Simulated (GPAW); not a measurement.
Consider Ti3Se4 (C2/m).

```
Se Ti
1.0
     6.81384   -1.80230    0.00000
     6.81384    1.80230    0.00000
    -3.00587    0.00000    5.73755
Se Ti
4 3
Direct
  0.11235 0.11235 0.45201
  0.88765 0.88765 0.54799
  0.36495 0.36495 0.02906
  0.63505 0.63505 0.97094
  0.25249 0.25249 0.29648
  0.74751 0.74751 0.70352
  0.00000 0.00000 0.00000
```

Absorber: atom 7, with 2 Se at 2.60 Å and 4 Se at 2.64 Å (octahedral, site symmetry 2/m). Method: GPAW, LDA, excited-electron core hole (neutral cell), 14-atom cell with 7.0 Å between holes, 3×3×3 k points, dipole transitions, Gaussian full width 0.94 eV up to 4 eV, rising linearly to 3.5 eV at 25 eV.

Q: What does the Ti K edge look like?

Main maxima up to 30 eV above the zero (height): 1.9 eV (0.34), 8.4 eV (2.01), 12.8 eV (1.30) and 18.8 eV (1.13). A K edge sees empty p states. The first eV above the zero hold little dipole weight, as the lowest empty bands are of d character; the main edge, of 4p character, rises through 0.6 near 5 eV above the zero. The total-energy difference is 4970.36 eV. One term is added: -22.68 eV, since the hole is spin-paired here and a spin-polarised one costs that much less in the free atom (computed apart). The photon energy is then 4947.68 eV. The tabulated edge of the element is 4966 eV. The functional leaves an error in such absolute values: in the free atom LDA prices this hole 13.2 eV below PBE (computed apart), and PBE is itself good to a few eV.

The Ti K spectrum (energy from the lowest empty level; intensity scaled to a mean of 1 over the first 20 eV; polarised curves are means over the symmetry-equivalent atoms):

```csv
E (eV),isotropic,ε ∥ x,ε ∥ y,ε ∥ z
-2.00,0.00,0.00,0.00,0.00
-1.25,0.00,0.00,0.00,0.00
-0.50,0.02,0.01,0.01,0.02
0.25,0.11,0.08,0.10,0.14
1.00,0.20,0.16,0.21,0.24
1.75,0.34,0.26,0.36,0.40
2.50,0.29,0.21,0.37,0.31
3.25,0.14,0.09,0.21,0.11
4.00,0.12,0.12,0.14,0.11
4.75,0.52,0.50,0.63,0.42
5.50,0.88,0.74,1.05,0.83
6.25,1.11,0.89,1.31,1.12
7.00,1.33,1.42,1.47,1.08
7.75,1.80,2.09,1.95,1.34
8.50,2.01,2.23,2.05,1.74
9.25,1.77,1.72,1.78,1.80
10.00,1.41,1.31,1.35,1.58
10.75,1.18,1.21,1.00,1.33
11.50,1.15,1.13,1.00,1.31
12.25,1.26,1.14,1.15,1.49
13.00,1.29,1.21,1.17,1.50
13.75,1.19,1.18,1.10,1.29
14.50,1.09,1.14,1.05,1.09
15.25,1.07,1.14,1.07,1.00
16.00,1.07,1.13,1.09,1.00
16.75,1.07,1.12,1.10,1.00
17.50,1.08,1.15,1.09,1.01
18.25,1.12,1.19,1.09,1.07
19.00,1.13,1.18,1.10,1.11
19.75,1.08,1.08,1.09,1.07
20.50,1.01,0.96,1.08,1.00
21.25,0.97,0.88,1.07,0.96
22.00,0.96,0.83,1.06,1.00
22.75,0.97,0.82,1.05,1.05
23.50,0.97,0.83,1.02,1.06
24.25,0.96,0.87,0.98,1.02
25.00,0.94,0.92,0.94,0.96
25.75,0.93,0.95,0.91,0.91
26.50,0.92,0.96,0.90,0.90
27.25,0.93,0.96,0.91,0.91
28.00,0.94,0.97,0.92,0.92
28.75,0.94,1.00,0.93,0.91
29.50,0.94,1.03,0.90,0.89
30.25,0.91,1.03,0.85,0.86
31.00,0.88,1.01,0.78,0.84
31.75,0.84,0.96,0.72,0.83
```

The unit cell's mesh shows no gap over 0.35 eV. That is right for a metallic compound; for a small-gap or correlated insulator it would be the fault of the functional or of the assumed magnetic order, and the hole would be screened too well. Quadrupole 1s→3d transitions, which feed the pre-edge, are not in the dipole spectrum. The crystal has 2 inequivalent Ti sites and not all are shown here, while a measurement adds them all. The mesh is coarse (0.37 Å⁻¹ between points), so small maxima may be mesh ripples. Lifetime broadening is put in by hand, and intensities beyond about 20 eV depend on it and on the partial waves. The structure is a computed Materials Project entry and may be a hypothetical form.

[Banner, clock and machine lines of the logs are left out without a mark of their own.]

[Logs are printed without paths, hosts, clocks, repeated set-up lines and the standing remarks that a program may print on its own settings, such as how far it seeks lower states.]

[Hosts, paths, dates, database ids (printed as entryN), source tags and the programs' standing remarks are cut or masked in the printed files.]

[Lists of maxima count a maximum above −3 eV only where it reaches 4 % of the highest in the window and stands out from its surroundings by 2 % of it (1.5 % where it reaches 55 %); shoulders and weaker maxima are passed over, and of the rest the first, up to two pre-edge ones and the few strongest are named.]
